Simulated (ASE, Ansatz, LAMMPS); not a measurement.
# How cost and error scale: Σ5 (001) twist boundary in Ge (160 atoms) repeated, part 2 of 2

Wanted: cost and convergence against size for Σ5 (001) twist boundary in Ge (160 atoms).

Ansatz 0.2.0; Kohn-Sham DFT, revPBE, PAW (set soft_2), plane waves.

The cell: 160 Ge. The host structure and its lattice constant were typed by rule, without a check against the phase diagram.

So far. Step 5 (Support functions, 160 atoms): The energy lies 6.93 meV/atom below the dense-mesh reference, and 1.3 meV/atom below plane waves of the same size, an offset between the two bases that leaves the sampling error alike. Step 6 (Plane waves, 640 atoms): The energy lies 0.330 meV/atom above the dense-mesh reference.

**7. Support functions, 640 atoms**

The repeated cell is solved at Γ in support functions.

This step: Kohn-Sham DFT, revPBE, PAW (set soft_2), localised support functions (medium) (Ansatz 0.2.0).

input.yaml reads:

```yaml
crystal:
  lattice:
    - [12.65167, 0.0, 0.0]
    - [0.0, 12.65167, 0.0]
    - [0.0, 0.0, 23.05994]
  atoms:
    [... the 160 atom lines of step 3 ...]
  supercell: [2, 2, 1]
kpoints:
  mp_grid: { grid: [1, 1, 1] }
hamiltonian:
  xc: revpbe
scf:
  occupations: { method: fermi_dirac, width: 0.05 }
  eigensolver: { kind: { support_functions: { accuracy: medium } } }
  mixing: { beta: 0.2 }
  max_iter: 150
output:
  forces: true
```

On the command line:

```bash
$ ansatz run input.yaml --threads 32 --pin off --max-ram 143360MiB --backend cuda --events-out ev --progress --plain --runs-dir out
```

Numbers of over 12 decimals in the logs are rounded to 6 here.

The log of the run:

```text
[...]
GPU FFT provider: cuFFT
GPU libraries: cuBLAS 13.8.1, cuFFT 12.4.0, cuSOLVER 12.3.2
[...]
Crystal: 640 atoms, lattice volume = 14764.334 Å³
Basis set: ecut = 420 eV, 288489 PW (Γ), exchange–correlation on 360×360×320 points (8 copies of the dense FFT grid, shifted against one another)
Bands: 5299, of which v1, the nominal top of the filled ones, is band 4480 counted from 1 (4479 counted from 0)
Symmetry: 1 space group operations
k-points: 1
[...]
GPU buffer pool allocated for 5184000 grid points (all kernels)
[...]
SCF iter   1: F=—  HF=-2751113.427736 eV  |F-HF|=—  |Δ(HF+E_count)|=         —  Δρ=2.85e-2  dr2=9.72e1  ethr=1.00e-1
[...]
SCF iter  16: F=—  HF=-2751256.443876 eV  |F-HF|=—  |Δ(HF+E_count)|=   3.15e-5  Δρ=8.71e-6  dr2=1.19e-5  ethr=3.44e-10  κ⁻¹=4.3e-5(r=7)
SCF iter  17: F=-2751256.443892 eV  HF=-2751256.443888 eV  |F-HF|=3.61e-6  |Δ(HF+E_count)|=   1.21e-5  Δρ=6.77e-6  dr2=4.65e-6  ethr=1.32e-10
SCF 1 converged in 17 iterations: F = -2751256.624675 eV  dr2 = 4.65e-6
[...]
SCF converged after 17 iterations
[...]
Free energy (F): -2751256.624675 eV
[...]
Internal energy: -2751255.284986 eV  (E = F + TS)
E sigma→0 (E₀):  -2751255.954831 eV
Entropy (-TS):   -1.339690 eV (-2.093 meV/atom)
Fermi energy:    8.403775 eV
[...]
Σ components = -2751256.624675   (vs F -2751256.624675, Δ=0.00e0)
--- Forces (eV/Å), atoms counted from 1 ---
  atom   1  Ge    -0.59594415     0.59264188    -0.52324187
  atom   2  Ge     0.22539858    -0.01750685    -0.41831641
  atom   3  Ge    -0.51511730     0.10395152    -0.63087231
  atom   4  Ge     0.15343121    -0.11764495     0.13811682
  atom   5  Ge    -0.01452354     0.21284417     0.05727136
  atom   6  Ge    -0.29936722     0.15031299    -0.47318350
  [... forces on the other 634 atoms ...]
  max |Σ_I F_I| component: 1.88e-2 eV/Å
--- Band table (eV) ---
[... left out ...]
[...]
```

The job ended after 22 s (1 × NVIDIA GB200 with 32 threads of Arm Neoverse V2, shared host; peak memory 3.2 GiB; 46 s of CPU time).

That memory is the host's; the program planned up to 22.8 GiB on the GPU.

The program repeats the typed cell 2×2×1 times, 640 atoms in all; totals in the log are those of the whole repeated cell, and force differences are taken after averaging over the copies of each atom.

The energy lies 0.953 meV/atom below the dense-mesh reference, and 1.3 meV/atom below plane waves of the same size, an offset between the two bases that leaves the sampling error alike.

**8. Support functions, 1440 atoms**

The repeated cell is solved at Γ in support functions.

Changes to input.yaml since step 7:

```diff
@@ -7,3 +7,3 @@
     [... the 160 atom lines of step 3 ...]
-  supercell: [2, 2, 1]
+  supercell: [3, 3, 1]
 kpoints:
```

Run time: 75 s. Hardware: 1 × NVIDIA GB200 with 32 threads; peak memory 5.7 GiB; 2.1 min of CPU time.

That memory is the host's; the program planned up to 54.8 GiB on the GPU.

The program repeats the typed cell 3×3×1 times, 1440 atoms in all; totals in the log are those of the whole repeated cell, and force differences are taken after averaging over the copies of each atom.

It converged in 20 SCF cycles; the log is left out.

The energy lies 1.18 meV/atom below the dense-mesh reference.

**9. Support functions, 2880 atoms**

The repeated cell is solved at Γ in support functions.

Changes to input.yaml since step 8:

```diff
@@ -7,3 +7,3 @@
     [... the 160 atom lines of step 3 ...]
-  supercell: [3, 3, 1]
+  supercell: [3, 3, 2]
 kpoints:
```

The log of the run:

```text
[...]
GPU FFT provider: cuFFT
GPU libraries: cuBLAS 13.8.1, cuFFT 12.4.0, cuSOLVER 12.3.2
[...]
Crystal: 2880 atoms, lattice volume = 66439.505 Å³
Basis set: ecut = 420 eV, 1298863 PW (Γ), exchange–correlation on 512×512×640 points (8 copies of the dense FFT grid, shifted against one another)
Bands: 21489, of which v1, the nominal top of the filled ones, is band 20160 counted from 1 (20159 counted from 0)
Symmetry: 1 space group operations
k-points: 1
[...]
GPU buffer pool allocated for 20971520 grid points (all kernels)
[...]
SCF iter   1: F=—  HF=-12380012.289134 eV  |F-HF|=—  |Δ(HF+E_count)|=         —  Δρ=2.85e-2  dr2=4.38e2  ethr=1.00e-1
[...]
SCF iter  19: F=—  HF=-12380655.089665 eV  |F-HF|=—  |Δ(HF+E_count)|=   2.12e-2  Δρ=2.26e-6  dr2=3.76e-6  ethr=3.15e-11  κ⁻¹=6.8e-5(r=7)
SCF iter  20: F=-12380655.089665 eV  HF=-12380655.089665 eV  |F-HF|=4.06e-7  |Δ(HF+E_count)|=   1.68e-7  Δρ=1.94e-6  dr2=1.99e-6  ethr=9.32e-12
SCF 1 converged in 20 iterations: F = -12380655.761049 eV  dr2 = 1.99e-6
[...]
SCF converged after 20 iterations
[...]
Free energy (F): -12380655.761049 eV
[...]
Internal energy: -12380649.278459 eV  (E = F + TS)
E sigma→0 (E₀):  -12380652.519754 eV
Entropy (-TS):   -6.482590 eV (-2.251 meV/atom)
Fermi energy:    8.415518 eV
[...]
Σ components = -12380655.761049   (vs F -12380655.761049, Δ=0.00e0)
--- Forces (eV/Å), atoms counted from 1 ---
  atom   1  Ge    -0.58577491     0.60563398    -0.52046363
  atom   2  Ge     0.21066153    -0.02867642    -0.40594282
  atom   3  Ge    -0.52861743     0.11132163    -0.62735871
  atom   4  Ge     0.14725967    -0.10838410     0.14239511
  atom   5  Ge    -0.01758038     0.21912181     0.05794634
  atom   6  Ge    -0.28861121     0.15068075    -0.46331783
  [... forces on the other 2874 atoms ...]
  max |Σ_I F_I| component: 1.09e-1 eV/Å
--- Band table (eV) ---
[... left out ...]
[...]
```

It took 4 min on 1 × NVIDIA GB200 with 32 threads; peak memory 10 GiB.

That memory is the host's; the program planned up to 132 GiB on the GPU.

The program repeats the typed cell 3×3×2 times, 2880 atoms in all; totals in the log are those of the whole repeated cell, and force differences are taken after averaging over the copies of each atom.

The energy lies 1.28 meV/atom below the dense-mesh reference.

**10. Cost and error against size**

Differences are against the typed cell on a 3×3×2 mesh, which samples like Γ on 2880 atoms (r.m.s. force component 0.263 eV/Å). Every repeated cell is solved at Γ, and forces are averaged over the copies of each atom. Hardware: 1 × NVIDIA GB200 with 32 threads of Arm Neoverse V2, shared host.

| atoms | repeats | basis | Δ force, r.m.s. (meV/Å) | Δ energy (meV/atom) | less plane waves of the same size (meV/atom) | spread among copies (meV/Å) | SCF cycles | time | host memory (GiB) |
| --- | --- | --- | --- | --- | --- | --- | --- | --- | --- |
| 160 | 1×1×1 | plane waves | 51.6 | -5.65 | - | - | 8 | 2.5 s | 1.6 |
| 160 | 1×1×1 | support functions | 51.6 | -6.93 | -1.3 | - | 17 | 5.7 s | 1.5 |
| 640 | 2×2×1 | plane waves | 8.91 | 0.330 | - | 0 | 8 | 24 s | 3.9 |
| 640 | 2×2×1 | support functions | 8.94 | -0.953 | -1.3 | 0.02 | 17 | 22 s | 3.2 |
| 1440 | 3×3×1 | support functions | 6.28 | -1.18 | - | 0.015 | 20 | 75 s | 5.7 |
| 2880 | 3×3×2 | support functions | 0.458 | -1.28 | - | 0.015 | 20 | 4 min | 10 |

**11. The reference in detail**

The comparisons rest on this run, so its electronic structure is set out here.

Neighbours are counted within 2.93 Å (Ge-Ge).

Length of the force by element and coordination:

| element | coordination | atoms | mean length of the force (eV/Å) | spread | least | most |
| --- | --- | --- | --- | --- | --- | --- |
| Ge | all | 160 | 0.365 | 0.274 | 0.107 | 0.991 |
| Ge | 3 | 24 | 0.930 | 0.0728 | 0.828 | 0.991 |
| Ge | 4 | 136 | 0.265 | 0.144 | 0.107 | 0.566 |

Intrinsic-atomic-orbital charges by element and coordination:

| element | coordination | atoms | mean charge (e) | spread | least | most |
| --- | --- | --- | --- | --- | --- | --- |
| Ge | all | 160 | 0 | 0.0191 | -0.0446 | 0.0306 |
| Ge | 3 | 24 | -0.0334 | 0.0121 | -0.0446 | -0.0166 |
| Ge | 4 | 136 | 0.0059 | 0.0131 | -0.0164 | 0.0306 |

By region:

| region | atoms | mean length of the force (eV/Å) | net charge (e) |
| --- | --- | --- | --- |
| lower grain | 80 | 0.365 | 0 |
| upper grain | 80 | 0.365 | 0 |

Density of states as counts of states in windows of 1 eV (from the Fermi level), total and some projections:

| from (eV) | to (eV) | total | Ge p | lower grain | upper grain | Ge s |
| --- | --- | --- | --- | --- | --- | --- |
| -14 | -13 | 0.0 | 0.0 | 0.0 | 0.0 | 0.0 |
| -13 | -12 | 14.2 | 2.3 | 7.1 | 7.1 | 11.9 |
| -12 | -11 | 42.0 | 10.6 | 20.9 | 20.9 | 31.2 |
| -11 | -10 | 58.4 | 16.2 | 29.1 | 29.1 | 42.0 |
| -10 | -9 | 38.5 | 12.2 | 19.2 | 19.2 | 26.1 |
| -9 | -8 | 35.3 | 13.3 | 17.6 | 17.6 | 21.8 |
| -8 | -7 | 53.2 | 24.2 | 26.5 | 26.5 | 28.7 |
| -7 | -6 | 36.7 | 17.6 | 18.2 | 18.2 | 18.8 |
| -6 | -5 | 23.2 | 12.1 | 11.5 | 11.5 | 10.9 |
| -5 | -4 | 38.7 | 32.8 | 19.2 | 19.2 | 5.6 |
| -4 | -3 | 93.8 | 86.4 | 46.7 | 46.7 | 6.8 |
| -3 | -2 | 96.0 | 90.4 | 47.8 | 47.8 | 5.0 |
| -2 | -1 | 70.9 | 67.0 | 35.2 | 35.2 | 3.3 |
| -1 | 0 | 37.1 | 32.8 | 18.3 | 18.3 | 3.7 |
| 0 | 1 | 48.9 | 37.1 | 23.6 | 23.6 | 10.1 |
| 1 | 2 | 69.2 | 46.6 | 32.4 | 32.4 | 18.1 |
| 2 | 3 | 94.1 | 62.3 | 42.6 | 42.6 | 22.9 |
| 3 | 4 | 88.5 | 65.0 | 38.6 | 38.6 | 12.0 |

Between -25 and -14 eV lie 1601 more states.

Not all projections were asked for or kept, so they needn't add up to the total.

The levels nearest the highest filled one (over half full), pooled over k-points and spins:

| level less the highest filled one (eV) | occupation |
| --- | --- |
| -0.0154 | 1.26 |
| -0.0138 | 1.25 |
| -0.0138 | 1.25 |
| -0.0052 | 1.16 |
| -0.0033 | 1.15 |
| 0 | 1.11 |
| 0.0165 | 0.949 |
| 0.0165 | 0.949 |
| 0.018 | 0.934 |
| 0.0282 | 0.833 |
| 0.0441 | 0.684 |
| 0.0441 | 0.684 |

Forces differ by site in this geometry: Ge atoms with 3 neighbours bear 0.93 eV/Å on average, against 0.27 eV/Å for those with 4. Intrinsic-atomic-orbital charges run from -0.04 to +0.03 e. Within 0.4 eV of the Fermi level the largest share is Ge p (82 % of the projected weight).

**12. Summary of results**

```json
{
  "free energy per atom": "-4298.8375 eV/atom",
  "density": "5.228 g/cm³",
  "pressure": "6.096 GPa",
  "r.m.s. force component": "0.2634 eV/Å",
  "wall time of the 7 DFT runs": "6.5 min"
}
```

**Reading.** Repeating the cell at Γ samples more k-points: in plane waves the energy difference from the dense mesh goes from -5.65 meV/atom at 160 atoms to 0.330 at 640, and the force difference from 52 to 8.9 meV/Å. With plane waves, the time grows as the 1.6 power of the atom count between the two largest sizes, 160 and 640 atoms. The smaller run is short enough for fixed overheads to flatten this slope. With support functions, the time grows as the 1.7 power of the atom count between the two largest sizes, 1440 and 2880 atoms. At equal size the support functions lie 1.3 meV/atom below plane waves, likely because their grid holds more waves than 420 eV; no run tests this. Support functions take 2.3 times the time of plane waves at 160 atoms and 0.90 times at 640, so the crossover lies within the series. Each time is a single run, so ratios and crossover are rough. At the largest size the support functions' forces differ from the reference by 0.17 % of the r.m.s. force, where they sample the same k-points.

63 levels are partly filled, by over 2 % (on the run's k-points): no clear gap opens at this level. Levels of broken or missing bonds inside a gap of the host would look the same. Forces differ by site in this geometry: Ge atoms with 3 neighbours bear 0.93 eV/Å on average, against 0.27 eV/Å for those with 4.

Caveats: The geometry was minimised with a classical potential and isn't relaxed at this level: its force components are 0.26 eV/Å r.m.s. The stress is far from hydrostatic: its diagonal is 5.0, 5.0, 8.2 GPa, compression counted positive. The pressure of 6.1 GPa shows the cell to be compressed for this functional.

[Logs are printed without paths, hosts, clocks, repeated set-up lines and the standing remarks that a program may print on its own settings, such as how far it seeks lower states.]

[Hosts, paths, dates, database ids (printed as entryN), source tags and the programs' standing remarks are cut or masked in the printed files.]
